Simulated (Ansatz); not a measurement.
# G0W0 on several functionals: Cs2AgBiF6 (Fm-3m), part 2 of 2

One-shot GW is not self-consistent; how far does the start matter for Cs2AgBiF6 (Fm-3m)?

Ansatz 0.2.0; G0W0 on several functionals, plane waves, PAW. Known limits of the many-body steps: not at the basis limit; d shell near the gap, gap tends to lie low; no spin-orbit coupling.

So far. Step 2 (G0W0 on PBE): The gap on the mesh goes from 2.70 eV to 4.78 eV, a correction of +2.08 eV. Between the two edge states, bare exchange in place of the xc potential would open the gap by 10.05 eV, and correlation takes back 7.97 eV.

In doubt: one-shot GW on d or f shells is unsure, so the values of those runs are not to be relied on; masses and optical values from hybrid runs of this build are listed as unsure (step 4), which bears on the screening that GW takes from such a start.

## (3) G0W0 on r2SCAN

One-shot GW remembers its start. Another functional's orbitals and levels show by how much.

This step: G0W0 on r2SCAN, plane waves, PAW; PAW set soft_1.

Contents of input.yaml:

```yaml
crystal:
  lattice:
    - [0.0, 4.6740694725, 4.6740694725]
    - [4.6740694725, 0.0, 4.6740694725]
    - [4.6740694725, 4.6740694725, 0.0]
  atoms:
    - { symbol: Cs, position: [0.75, 0.75, 0.75] }
    - { symbol: Cs, position: [0.25, 0.25, 0.25] }
    - { symbol: Ag, position: [0.5, 0.5, 0.5] }
    - { symbol: Bi, position: [0.0, 0.0, 0.0] }
    - { symbol: F, position: [0.75872864, 0.24127136, 0.24127136] }
    - { symbol: F, position: [0.24127136, 0.24127136, 0.75872864] }
    - { symbol: F, position: [0.24127136, 0.75872864, 0.75872864] }
    - { symbol: F, position: [0.24127136, 0.75872864, 0.24127136] }
    - { symbol: F, position: [0.75872864, 0.24127136, 0.75872864] }
    - { symbol: F, position: [0.75872864, 0.75872864, 0.24127136] }
kpoints:
  mp_grid: { grid: [4, 4, 4] }
hamiltonian:
  xc: r2scan
  pseudopotentials: { kind: paw, azcp: { folder: soft_1 } }
scf:
  occupations: { method: fixed }
gw:
  n_empty_bands: 1027
  ecut_chi: 170.0
  qp_bands: [v3, c3]
  qp_kpoints: band_edges
  screening: { model: contour_deformation }
```

Run with:

```
$ ansatz run input.yaml --threads 2 --pin off --max-ram 92160MiB --backend cuda --events-out ev --progress --plain --runs-dir out --devices 1 --max-vram 13GiB
```

Numbers of over 12 decimals in the logs are rounded to 6 here.

The log of the run:

```text
GPUs: using 1 of 1 available (devices: 1).
[...]
GPU FFT provider: cuFFT
GPU libraries: cuBLAS 13.8.2, cuFFT 12.4.0, cuSOLVER 12.3.4
Crystal: 10 atoms, lattice volume = 204.228 Å³
Basis set: ecut = 500 eV, 5065 PW (Γ), exchange–correlation on 200×200×200 points (64 copies of the dense FFT grid, shifted against one another)
Bands: 57, of which v1, the nominal top of the filled ones, is band 47 counted from 1 (46 counted from 0)
Symmetry: 48 space group operations
[...]
k-points: 8 of 64
[...]
GPU buffer pool allocated for 125000 grid points (all kernels)
[...]
SCF iter   1: F=—  HF=-36266.040836 eV  |F-HF|=—  |Δ(HF+E_count)|=         —  Δρ=1.42e-1  dr2=3.73e1  dr2_τ=4.22e-1  ethr=3.10e-3  ⟨swp⟩=5.0  Hψ=1493  notcnv=0  defer=53
[...]
SCF iter  10: F=-36255.406695 eV  HF=-36255.406695 eV  |F-HF|=3.86e-10  |Δ(HF+E_count)|=   5.34e-8  Δρ=2.36e-6  dr2=1.36e-8  dr2_τ=5.59e-10  ethr=1.06e-10  ⟨swp⟩=11.9  Hψ=1857  notcnv=0
SCF 1 converged in 10 iterations: F = -36255.406695 eV  dr2 = 1.36e-8
[...]
NSCF: frozen V_eff on 8 k-points
[...]
G₀W₀ screening: q 1/8
[... further progress lines ...]
[...]
SCF converged after 10 iterations
Free energy (F): -36255.406695 eV
[...]
Internal energy: -36255.406695 eV  (E = F + TS)
E sigma→0 (E₀):  -36255.406695 eV
Fermi energy:    5.750905 eV
[...]
--- Band table (eV; the first three rows and the last of 8) ---
  k-point 0: bands = [... 43 lower, 4.2967, 4.2967, 5.1543, 5.1543, 9.6386, 9.6386, 9.6386, 10.0252, ... 6 higher]
  k-point 1: bands = [... 43 lower, 4.3083, 4.3083, 5.0138, 5.0138, 9.1363, 10.0496, 10.0496, 11.1476, ... 6 higher]
  k-point 2: bands = [... 43 lower, 4.3165, 4.3165, 4.8825, 4.8825, 8.9368, 10.5315, 10.5315, 11.9969, ... 6 higher]
  k-point 7: bands = [... 43 lower, 4.3224, 4.3542, 4.9673, 5.6484, 9.9154, 10.2951, 10.2951, 11.0584, ... 6 higher]
[...]
0    45      4.2967   -34.9682     4.8687   -28.6487  0.7597     2.7900     2.8459  root
     0    46      5.1543   -36.1099     4.8942   -29.9096  0.7640     3.8073     3.8483  root
     0    47      5.1543   -36.1099     4.8942   -29.9096  0.7640     3.8073     3.8483  root
     0    48      9.6386    -8.8642    -3.2227   -12.9952  0.8446    10.5553    10.5469  root
     0    49      9.6386    -8.8642    -3.2227   -12.9952  0.8446    10.5553    10.5469  root
     0    50      9.6386    -8.8642    -3.2227   -12.9952  0.8446    10.5553    10.5469  root
     1    45      4.3083   -35.0025     4.8751   -28.6809  0.7598     2.8066     2.8618  root
     1    46      5.0138   -35.7093     4.8558   -29.5153  0.7624     3.6313     3.6756  root
[...]
7    47      5.6484   -34.4627     4.2237   -29.1171  0.7769     4.5046     4.5265  root
     7    48      9.9154    -9.7246    -3.6998   -14.3927  0.8301    10.8957    10.8838  root
     7    49     10.2951   -11.0541    -3.1528   -15.2535  0.8305    11.3553    11.3417  root
     7    50     10.2951   -11.0541    -3.1528   -15.2535  0.8305    11.3553    11.3417  root
```

The job ended after 95 s (1 × NVIDIA H100 80GB HBM3 (shared by 6 runs) with 2 threads of AMD EPYC 7R13 (Zen 3), shared host; peak memory 4 GiB).

This step gave:

```yaml
bands_summed: 1074
rpa_eps_infinity_on_this_mesh_eigenvalues: 2.586, 2.586, 2.586
plane_waves_in_the_screening_matrix: 965
q_points_in_the_mesh: 64
g0w0_gap_on_the_mesh: 5.135 eV
k_of_the_valence_top: 0, -0.5, -0.5
k_of_the_conduction_bottom: 0, 0, -0.5
starting_gap_on_the_mesh: 3.186 eV
z_at_the_valence_top: 0.7786
z_at_the_conduction_bottom: 0.8439
least_direct_g0w0_gap_on_the_computed_points: 6.081 eV
```

Against the run with 4×4×4 mesh, 1027 empty bands, screening to 170 eV, PAW set soft_1 files on PBE, the gap moves by +0.35 eV, while the start moved by +0.49 eV.

## (4) G0W0 on HSE06

This step: G0W0 on HSE06, plane waves, PAW; PAW set soft_1.

Changes to input.yaml since step 3:

```diff
@@ -19,3 +19,3 @@
 hamiltonian:
-  xc: r2scan
+  xc: hse06
   pseudopotentials: { kind: paw, azcp: { folder: soft_1 } }
```

The log of the run:

```text
GPUs: using 1 of 1 available (devices: 1).
[...]
davidson cushion auto → on  (no smearing: the cushion is to keep the highest requested band from converging to the state above it; pin scf.eigensolver.cushion to override)
[...]
GPU FFT provider: cuFFT
GPU libraries: cuBLAS 13.8.2, cuFFT 12.4.0, cuSOLVER 12.3.4
Crystal: 10 atoms, lattice volume = 204.228 Å³
Basis set: ecut = 420 eV, 4015 PW (Γ)
[...]
1    45      3.2510   -35.0315     4.2815   -29.8660  0.7980     2.3556     2.3670  root
     1    46      3.9693   -35.7276     4.3128   -30.6583  0.7991     3.2051     3.2130  root
[...]
7    47      4.8226   -33.6417     3.6192   -29.4047  0.8097     4.2010     4.2047  root
     7    48     10.2975    -9.6622    -3.4701   -13.9718  0.8540    11.1427    11.1371  root
     7    49     10.5438   -10.6986    -3.0267   -14.7008  0.8538    11.5266    11.5193  root
     7    50     10.5438   -10.6986    -3.0267   -14.7008  0.8538    11.5266    11.5193  root
[key lines of the parts left out:]
Free energy (F): -36203.419615 eV
Fermi energy:    4.946591 eV
```

Wall time 3.2 min (1 × NVIDIA H100 80GB HBM3 (shared by 6 runs) with 2 threads); peak memory 3.8 GiB.

Numbers from this step:

```yaml
bands_summed: 1074
rpa_eps_infinity_on_this_mesh_eigenvalues: 2.347, 2.347, 2.347
plane_waves_in_the_screening_matrix: 965
g0w0_gap_on_the_mesh: 5.663 eV
k_of_the_valence_top: 0, -0.5, -0.5
k_of_the_conduction_bottom: 0, 0, -0.5
starting_gap_on_the_mesh: 4.307 eV
least_direct_g0w0_gap_on_the_computed_points: 6.629 eV
```

Against the run with 4×4×4 mesh, 1027 empty bands, screening to 170 eV, PAW set soft_1 files on r2SCAN, the gap moves by +0.53 eV, while the start moved by +1.12 eV.

## (5) Side by side

All on the 4×4×4 mesh with 1027 empty bands and screening to 170 eV. Times are wall times on 1 × NVIDIA H100 80GB HBM3 (shared by 6 runs) with 2 threads of AMD EPYC 7R13 (Zen 3), shared host, good to a factor of about two.

```csv
start,starting gap (eV),shift (eV),G0W0 gap (eV),RPA ε∞ (harmonic mean),"Z (valence, conduction)",time
PBE,2.70,+2.08,4.78,2.81,"0.76, 0.83",77 s
r2SCAN,3.19,+1.95,5.14,2.59,"0.78, 0.84",95 s
HSE06,4.31,+1.36,5.66,2.35,"0.81, 0.86",3.2 min
```

How the two edges are built up, in eV (the quasiparticle level is the starting level plus Σx plus Σc less Vxc):

```csv
run,edge,start,Σx,Σc,Vxc,Z,QP
PBE,valence top,6.04,-34.11,4.35,-28.49,0.76,4.78
PBE,conduction bottom,8.74,-9.12,-3.62,-13.55,0.83,9.56
r2SCAN,valence top,5.75,-34.31,4.14,-29.08,0.78,4.65
r2SCAN,conduction bottom,8.94,-8.79,-3.53,-13.18,0.84,9.79
HSE06,valence top,4.95,-33.56,3.56,-29.39,0.81,4.34
HSE06,conduction bottom,9.25,-8.63,-3.36,-12.74,0.86,10.00
```

For a hybrid start, Vxc holds its share of exact exchange.

## (6) What came out

```yaml
g0w0_pbe: 4.78 eV (start 2.70 eV)
g0w0_r2scan: 5.14 eV (start 3.19 eV)
g0w0_hse06: 5.66 eV (start 4.31 eV)
known_limits: not at the basis limit; d shell near the gap, gap tends to lie low; no spin-orbit coupling
```

**Reading.** The starting gaps span 1.61 eV and the G0W0 gaps 0.88 eV. Between PBE and HSE06, 0.88 eV of the 1.61 eV survives, 55 %. HSE06 screens less than PBE (ε∞ 2.35 against 2.81). Of the 0.88 eV by which its G0W0 gap is higher, the correlation part gives +1.05 eV, and exchange with the one-particle terms, which follow the orbitals, −0.17 eV. The smallest correction, +1.36 eV, is on HSE06, the start nearest to reproducing itself. Bands and cutoff are finite, so the gap is not at the basis limit. The miss can reach some tenths of an eV and take either sign; the mesh is an error of its own. Where an edge is built on 6p states of lead, bismuth or thallium, scalar-relativistic gaps usually stand too wide, by a few tenths to over one eV. A d shell, filled or nearly so, lies near the gap. One-shot GW converges very slowly in bands there, not always from below, and on a semilocal start the gap tends to come out low; starts rich in exact exchange can overshoot instead. The many-body steps are scalar-relativistic: spin-orbit coupling is not in them.

[Paths, hosts, dates, memory and timing lines, banners, echoed tables and standing remarks are left out of the program output.]

[Logs are printed without paths, hosts, clocks, repeated set-up lines and the standing remarks that a program may print on its own settings, such as how far it seeks lower states.]

[Runs of the session that timed out or met a known fault of the program may be left out.]

[Cells called generated may have been cut or substituted from an entry of the Crystallography Open Database or the Materials Project.]

[Hosts, paths, dates, database ids (printed as entryN), source tags and the programs' standing remarks are cut or masked in the printed files.]
